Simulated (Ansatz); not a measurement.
# Ni (Fm-3m): Drude plasma energy against volume

The cell of Ni (Fm-3m) is scaled evenly and the response computed anew at each volume, on one mesh.

Symmetry: Fm-3m, No. 225, cubic system. The conventional cell has a = 3.524 Å, b = 3.524 Å, c = 3.524 Å, α = 90.00°, β = 90.00°, γ = 90.00°. Around Ni on site a lie 12 Ni at 2.49 Å.

Method: Ansatz 0.2.0, PBE, independent particles, k-mesh 22×22×22 with interpolation inside its cells, Gaussian parameter 0.1 eV.

Launch of the response step: `ansatz run input.yaml --threads 4 --pin off --max-ram 8192MiB --backend cpu --events-out ev --progress --plain --runs-dir out`. The series took 5.1 min in all, on 4 threads of Arm Neoverse N1, on a shared host.

```
V/V₀  V (Å³, primitive cell)  Drude plasma energy (eV)
0.94                   10.28                         ?
0.96                   10.50                     7.195
0.98                   10.72                     7.099
1.00                   10.94                     7.007
1.02                   11.16                     6.919
1.04                   11.38                     6.833
1.06                   11.60                     6.751
```

For small changes the quantity should be close to linear in ln V.

Working, on the rows shown:

| x = ln(V/V₀) | y = Drude plasma energy |
| --- | --- |
| -0.040822 | 7.195 |
| -0.0202027 | 7.099 |
| 0 | 7.007 |
| 0.0198026 | 6.919 |
| 0.0392207 | 6.833 |
| 0.0582689 | 6.751 |

Means: x̄ = 0.0093779, ȳ = 6.9673. Σ(x − x̄)(y − ȳ) = -0.03079, Σ(x − x̄)² = 0.006873. Slope = -0.03079 / 0.006873 = -4.479; intercept = ȳ − slope · x̄ = 7.0093. The line misses the rows shown by at most 0.0028 eV.

Problem. Fill in the last column of the withheld row.

Solution. At x = -0.061875 the line gives y = 7.2865 eV. The run gave 7.294 eV, so the extrapolation is off by 0.0075 eV, 1.4 % of the range in the table.

Between the rows on either side of x = 0 the slope is (6.919 − 7.099) / (0.019803 − (-0.020203)) = -4.499. So d ln ωp/d ln V = -0.64; free electrons would give −0.50. The values come from a sum over the points of one k-mesh and carry its error, which is largest for Fermi-surface quantities.

[Logs are printed without paths, hosts, clocks, repeated set-up lines and the standing remarks that a program may print on its own settings, such as how far it seeks lower states.]
